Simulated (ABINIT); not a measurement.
**AlN (F-43m): G0W0 with ABINIT, start to end**

Wanted: ground state, empty states, screening and self-energy for AlN (F-43m).

Method: PBE and many-body steps on it, plane waves, in ABINIT 10.8.3.

Most raw output is cut from this account.

**1. Set-up**

Symmetry: F-43m, No. 216, cubic system. The conventional cell has a = 4.368 Å, b = 4.368 Å, c = 4.368 Å, α = 90.00°, β = 90.00°, γ = 90.00°. Nearest to Al lie 4 N at 1.89 Å. Nearest to N lie 4 Al at 1.89 Å. Farther neighbours and most contacts between anions are not listed.

Coordinates:

```cif
data_structure
_symmetry_space_group_name_H-M 'F-43m'
_symmetry_Int_Tables_number 216
_cell_length_a 4.3680
_cell_length_b 4.3680
_cell_length_c 4.3680
_cell_angle_alpha 90.000
_cell_angle_beta 90.000
_cell_angle_gamma 90.000
_cell_volume 83.34
loop_
_atom_site_label
_atom_site_type_symbol
_atom_site_symmetry_multiplicity
_atom_site_Wyckoff_symbol
_atom_site_fract_x
_atom_site_fract_y
_atom_site_fract_z
_atom_site_occupancy
Al1 Al 4 a 0.00000 0.00000 0.00000 1
N1 N 4 c 0.25000 0.25000 0.25000 1
```

The cell and positions are those that the Materials Project relaxed with its own functionals (PBE, PBE+U or r2SCAN), kept fixed. This is not the form that AlN usually takes at ambient conditions.

**2. Ground state**

This step: ABINIT 10.8.3; DFT, PBE, plane waves, norm-conserving pseudopotentials.

The ground-state density comes first.

The input, run.abi:

```
acell 3*1.0 Angstrom
rprim 
  -0.000000000000 2.183993559600 2.183993559600
  2.183993559600 -0.000000000000 2.183993559600
  2.183993559600 2.183993559600 -0.000000000000
ntypat 2
znucl 13 7
natom 2
typat 1 2
xred 
  0.000000000000 0.000000000000 0.000000000000
  0.750000000000 0.750000000000 0.750000000000
pp_dirpath "pseudos"
pseudos "Al.upf, N.upf"
ecut 36
ngkpt 8 8 8
nshiftk 1
shiftk 0 0 0
kptopt 1
chksymbreak 0
nband 9
occopt 1
tolvrs 1e-10
nstep 60
prtwf 0
optforces 0
optstress 0
indata_prefix "in"
outdata_prefix "out"
tmpdata_prefix "tmp"
```

Started as:

```bash
$ OMP_NUM_THREADS=1 mpirun -n 4 abinit run.abi > log
```

Run time: 4.5 s. Hardware: 4 MPI ranks of Arm Neoverse V1, shared host; peak memory 0.25 GiB; 18 s of CPU time.

Numbers from this step:

```
total energy               : -348.0988 eV
gap                        : 3.325 eV
k of the valence top       : 0, 0, 0
k of the conduction bottom : 0.5, 0.5, 0
least direct gap           : 4.192 eV
```

The gap is indirect, with the least direct gap 0.87 eV higher.

**3. Bands along the symmetry lines**

The cheap functional maps the bands first; the places of the edges decide which points the dearer methods must see.

The input, run.abi:

```
acell 3*1.0 Angstrom
rprim 
  -0.000000000000 2.183993559600 2.183993559600
  2.183993559600 -0.000000000000 2.183993559600
  2.183993559600 2.183993559600 -0.000000000000
ntypat 2
znucl 13 7
natom 2
typat 1 2
xred 
  0.000000000000 0.000000000000 0.000000000000
  0.750000000000 0.750000000000 0.750000000000
pp_dirpath "pseudos"
pseudos "Al.upf, N.upf"
ecut 36
iscf -2
irdden 1
kptopt 0
nkpt 50
kpt 
  0.00000000 0.00000000 0.00000000
  -0.06250000 -0.06250000 0.00000000
  -0.12500000 -0.12500000 0.00000000
  -0.18750000 -0.18750000 0.00000000
  -0.25000000 -0.25000000 0.00000000
  -0.31250000 -0.31250000 0.00000000
  -0.37500000 -0.37500000 0.00000000
  -0.43750000 -0.43750000 0.00000000
  -0.50000000 -0.50000000 0.00000000
  -0.48437500 -0.48437500 0.03125000
  -0.46875000 -0.46875000 0.06250000
  -0.45312500 -0.45312500 0.09375000
  -0.43750000 -0.43750000 0.12500000
  -0.42187500 -0.42187500 0.15625000
  -0.40625000 -0.40625000 0.18750000
  -0.39062500 -0.39062500 0.21875000
  -0.37500000 -0.37500000 0.25000000
  -0.37500000 0.00000000 0.37500000
  -0.32812500 0.00000000 0.32812500
  -0.28125000 0.00000000 0.28125000
  -0.23437500 0.00000000 0.23437500
  -0.18750000 0.00000000 0.18750000
  -0.14062500 0.00000000 0.14062500
  -0.09375000 0.00000000 0.09375000
  -0.04687500 0.00000000 0.04687500
  0.00000000 0.00000000 0.00000000
  0.00000000 0.00000000 0.06250000
  0.00000000 0.00000000 0.12500000
  0.00000000 0.00000000 0.18750000
  0.00000000 0.00000000 0.25000000
  0.00000000 0.00000000 0.31250000
  0.00000000 0.00000000 0.37500000
  0.00000000 0.00000000 0.43750000
  0.00000000 0.00000000 0.50000000
  -0.06250000 -0.03125000 0.46875000
  -0.12500000 -0.06250000 0.43750000
  -0.18750000 -0.09375000 0.40625000
  -0.25000000 -0.12500000 0.37500000
  -0.31250000 -0.15625000 0.34375000
  -0.37500000 -0.18750000 0.31250000
  -0.43750000 -0.21875000 0.28125000
  -0.50000000 -0.25000000 0.25000000
  -0.50000000 -0.28125000 0.21875000
  -0.50000000 -0.31250000 0.18750000
  -0.50000000 -0.34375000 0.15625000
  -0.50000000 -0.37500000 0.12500000
  -0.50000000 -0.40625000 0.09375000
  -0.50000000 -0.43750000 0.06250000
  -0.50000000 -0.46875000 0.03125000
  -0.50000000 -0.50000000 0.00000000
istwfk *1
nband 11
nbdbuf 2
tolwfr 1e-08
nstep 40
prtwf 0
prtvol 0
indata_prefix "in"
outdata_prefix "out"
tmpdata_prefix "tmp"
```

The job ended after 3.8 s (4 MPI ranks; peak memory 0.24 GiB).

Numbers from this step:

```yaml
gap: 3.325 eV
k_of_the_valence_top: 0, 0, 0
k_of_the_conduction_bottom: -0.5, -0.5, 0
least_direct_gap: 4.192 eV
```

The gap is 3.325 eV, as in the run before at this level.

Electronic bands along the path, in eV, zero at the top of the highest filled band; v1 is the highest filled band, c1 the lowest empty one:

```csv
point,v4,v3,v2,v1,c1,c2,c3,c4
Γ,-14.97,0.00,0.00,0.00,4.19,12.59,12.59,12.59
halfway,-13.84,-2.88,-0.98,-0.98,5.96,10.29,11.51,14.02
X,-12.28,-4.90,-1.78,-1.78,3.32,8.65,13.92,15.70
halfway,-12.27,-4.73,-2.47,-1.67,3.96,9.19,13.67,15.23
U,-12.30,-4.25,-3.63,-1.37,5.17,10.12,13.05,14.17
jump to K,-12.30,-4.25,-3.63,-1.37,5.17,10.12,13.05,14.17
halfway,-13.74,-3.54,-1.50,-0.20,7.34,10.30,11.41,12.58
Γ,-14.97,0.00,0.00,0.00,4.19,12.59,12.59,12.59
halfway,-14.12,-3.26,-0.26,-0.26,6.45,10.98,12.35,12.35
L,-12.92,-5.86,-0.48,-0.48,7.39,9.85,11.17,11.17
halfway,-12.60,-5.14,-2.22,-1.12,7.11,9.26,12.17,12.69
W,-12.23,-3.77,-3.44,-2.70,6.05,11.45,11.98,12.16
halfway,-12.25,-4.56,-2.40,-2.29,4.57,9.69,13.40,13.89
X,-12.28,-4.90,-1.78,-1.78,3.32,8.65,13.92,15.70
```

**4. Empty states on the mesh, 4×4×4 mesh, 23 bands**

The sums over transitions need many empty states on a uniform mesh; this step solves for them.

The input, run.abi:

```
acell 3*1.0 Angstrom
rprim 
  -0.000000000000 2.183993559600 2.183993559600
  2.183993559600 -0.000000000000 2.183993559600
  2.183993559600 2.183993559600 -0.000000000000
ntypat 2
znucl 13 7
natom 2
typat 1 2
xred 
  0.000000000000 0.000000000000 0.000000000000
  0.750000000000 0.750000000000 0.750000000000
pp_dirpath "pseudos"
pseudos "Al.upf, N.upf"
ecut 36
ngkpt 4 4 4
nshiftk 1
shiftk 0 0 0
kptopt 1
chksymbreak 0
iscf -2
irdden 1
istwfk *1
nband 23
nbdbuf 4
tolwfr 1e-09
nstep 60
prtvol 0
indata_prefix "in"
outdata_prefix "out"
tmpdata_prefix "tmp"
```

Run time: 2.6 s. Hardware: 4 MPI ranks; peak memory 0.07 GiB.

Numbers from this step:

```
gap                                                           : 3.325 eV
k of the valence top                                          : 0, 0, 0
k of the conduction bottom                                    : 0.5, 0.5, 0
least direct gap                                              : 4.192 eV
k points computed                                             : 8
lowest point of the top converged band, above the valence top : 36.52 eV
```

On this mesh the gap is 3.325 eV.

**5. Screening, 4×4×4 mesh, 19 bands, screening to 108.8 eV**

The RPA dielectric matrix is built and inverted for each q.

This step: RPA screening on PBE, plane waves, norm-conserving pseudopotentials.

run.abi, as its differences from that of step 4:

```diff
@@ -20,10 +20,11 @@
 chksymbreak 0
-iscf -2
-irdden 1
 istwfk *1
-nband 23
-nbdbuf 4
-tolwfr 1e-09
-nstep 60
-prtvol 0
+occopt 1
+irdwfk 1
+optdriver 3
+nband 19
+ecuteps 4
+inclvkb 2
+awtr 1
+symchi 1
 indata_prefix "in"
```

The job ended after 2.8 s (4 MPI ranks; peak memory 0.08 GiB).

Numbers from this step:

```
ε∞ with local fields, on this mesh, along the program's q direction : 4.874
the same without local fields                                       : 5.317
plasma frequency                                                    : 23.01 eV
plane waves in the screening matrix                                 : 59
```

Local fields lower ε∞ by 8 %. On a Γ-centred mesh this coarse the value itself is usually too large, while a short band sum pulls it down.

**6. Self-energy, 4×4×4 mesh, 19 bands, screening to 108.8 eV**

The self-energy is evaluated for the states that the input lists, and the levels follow from it, in one-shot runs by the linearised quasiparticle equation.

This step: G0W0 on PBE, plane waves, norm-conserving pseudopotentials.

run.abi, as its differences from that of step 5:

```diff
@@ -23,8 +23,17 @@
 irdwfk 1
-optdriver 3
+optdriver 4
 nband 19
+gwcalctyp 0
+ecutsigx 36
+symsigma 1
+nkptgw 2
+kptgw 
+  0.0000000000 0.0000000000 0.0000000000
+  0.5000000000 0.5000000000 0.0000000000
+bdgw 
+  2 8
+  3 6
 ecuteps 4
-inclvkb 2
-awtr 1
-symchi 1
+irdscr 1
+ppmodel 1
 indata_prefix "in"
```

Wall time 2.4 s (4 MPI ranks); peak memory 0.09 GiB; 9.1 s of CPU time.

This step gave:

```yaml
g0w0_gap_on_the_points_computed: 4.247 eV
starting_gap_on_the_mesh: 3.325 eV
k_of_the_valence_top: 0, 0, 0
k_of_the_conduction_bottom: 0.5, 0.5, 0
z_at_the_valence_top: 0.792
z_at_the_conduction_bottom: 0.837
least_direct_g0w0_gap_on_the_computed_points: 5.403 eV
```

The gap on the mesh goes from 3.32 eV to 4.25 eV, a correction of +0.92 eV.

Limits: finite bands, cutoff and mesh; coarse k mesh. v1 is the top filled band, c1 the lowest empty one. The levels before and after the correction (eV, zero at the valence-band top of each column):

```csv
,conduction bottom,valence top
Kohn-Sham,3.32,0.00
G0W0,4.25,0.00
```

```csv
,level,energy (eV)
Kohn-Sham,Γ v3-v1,0.000
Kohn-Sham,Γ c1,4.192
Kohn-Sham,Γ c2-c4,12.589
Kohn-Sham,(0.5 0.5 0) v2-v1,-1.776
Kohn-Sham,(0.5 0.5 0) c1,3.325
Kohn-Sham,(0.5 0.5 0) c2,8.652
G0W0,Γ v3-v1,0.000
G0W0,Γ c1,5.403
G0W0,Γ c2-c4,13.975
G0W0,(0.5 0.5 0) v2-v1,-2.153
G0W0,(0.5 0.5 0) c1,4.247
G0W0,(0.5 0.5 0) c2,9.929
```

**7. Where the time went**

Times are wall times on 4 MPI ranks of Arm Neoverse V1, shared host, good to a factor of about two.

```csv
step,time,share,memory (GiB)
ground state,4.5 s,28 %,0.25
bands along the symmetry lines,3.8 s,24 %,0.24
empty states on the mesh,2.6 s,16 %,0.07
screening,2.8 s,17 %,0.08
self-energy,2.4 s,15 %,0.09
```

**8. Outcome**

| Property | Result |
| --- | --- |
| PBE gap | 3.32 eV, indirect |
| G0W0 gap on the mesh | 4.25 eV |
| GW settings | 4×4×4 mesh, 19 bands, screening to 108.8 eV, Godby-Needs plasmon pole |
| known limits | not at the basis limit; coarse k mesh |

**Reading.** G0W0 moves the gap on the mesh from 3.32 eV to 4.25 eV (+0.92 eV), with Z of 0.79 and 0.84 at the edges. Local fields lower the RPA ε∞ on this mesh from 5.32 to 4.87; a Γ-centred mesh this coarse tends to raise both, most where the direct gap is narrow, while a short band sum lowers them. Only 2 of the mesh's irreducible points were corrected, so a valley elsewhere could overtake. Bands and cutoff are finite, so the gap is not at the basis limit. The miss can reach some tenths of an eV and take either sign; the mesh is an error of its own. In the G0W0 run levels were corrected at 2 k points alone, so a gap called «on the mesh» is the least over those, and an edge elsewhere would be missed. The 4×4×4 mesh is coarse for this cell, which bears on the long-range parts of exchange and screening.

[Paths, hosts, dates, memory and timing lines, banners, echoed tables and standing remarks are left out of the program output.]

[Logs are printed without paths, hosts, clocks, repeated set-up lines and the standing remarks that a program may print on its own settings, such as how far it seeks lower states.]

[Runs of the session that timed out or met a known fault of the program may be left out.]

[Hosts, paths, dates, database ids (printed as entryN), source tags and the programs' standing remarks are cut or masked in the printed files.]

[G0W0 gaps are taken among the corrected bands and points alone; a level outside them can change the order at an edge.]

[Where Ansatz stands beside ABINIT at settings called matched, ABINIT's density can come from a denser mesh and the files from another edition; pairs whose starting gaps differed by over 0.03 eV were left out, so agreement reads better than it is.]
